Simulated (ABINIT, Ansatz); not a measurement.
Computed results, one entry a study.

### PbSe (Clausthalite): G0W0 with ABINIT, start to end

The structure is cubic, space group Fm-3m (No. 225). Conventional cell: a = 6.121 Å, b = 6.121 Å, c = 6.121 Å, α = 90.00°, β = 90.00°, γ = 90.00°. Pb has 6 Se at 3.06 Å nearest. Se has 6 Pb at 3.06 Å nearest. Farther neighbours, and contacts between anions beyond the nearest, are not listed.

* method: RPA screening on LDA, plane waves, norm-conserving pseudopotentials (and 2 further levels or steps)
* program: ABINIT 10.8.3
* settings: cutoff 48 Ha, PseudoDojo scalar-relativistic 0.4.1 stringent, norm-conserving, ngkpt (4, 4, 4), nband 51, ecuteps 3.6 Ha, inclvkb 2, shiftk (0, 0, 0), symchi 1, awtr 1, frequency ppm, 4×4×4 k-mesh
* cost: 5 runs, 2.3 min in all on 4 MPI ranks of Arm Neoverse V1, shared host
* notes: The cell and positions come from the Crystallography Open Database and are kept as given unless a step says otherwise. Limits: screening runs away on this mesh; no spin-orbit coupling. The 4×4×4 mesh is coarse for this cell, which bears on the long-range parts of exchange and screening. On this mesh the RPA ε∞ passes 90, more than nearly any semiconductor shows; a coarse mesh does this where one point with a narrow direct gap carries much weight. The screening is then too strong, and the G0W0 gap should not be taken as the material’s.
* LDA gap: 0.19 eV, direct
* G0W0 gap on the mesh: 0.06 eV
* GW settings: 4×4×4 mesh, 51 bands, screening to 98 eV, Godby-Needs plasmon pole

G0W0 moves the gap on the mesh from 0.19 eV to 0.06 eV (−0.12 eV), with Z of 0.80 and 0.81 at the edges. Local fields lower the RPA ε∞ on this mesh from 374.26 to 326.22.

[Paths, hosts, dates, memory and timing lines, banners, echoed tables and standing remarks are left out of the program output; an Ansatz launch command may be rebuilt from the run's recorded settings. Measured values are a selection of at most five: reports struck by readers or far from the other reports are left out. None is set beside runs whose start may be inverted or whose files or cutoffs have a known fault.]

[Runs of the session that timed out or met a known fault of the program may be left out.]

[Hosts, paths, dates, database ids (printed as entryN), source tags and the programs' standing remarks are cut or masked in the printed files.]

[G0W0 gaps are taken among the corrected bands and points alone; a level outside them can change the order at an edge.]

[Where Ansatz stands beside ABINIT at settings called matched, ABINIT's density can come from a denser mesh and the files from another edition; pairs whose starting gaps differed by over 0.03 eV were left out, so agreement reads better than it is.]
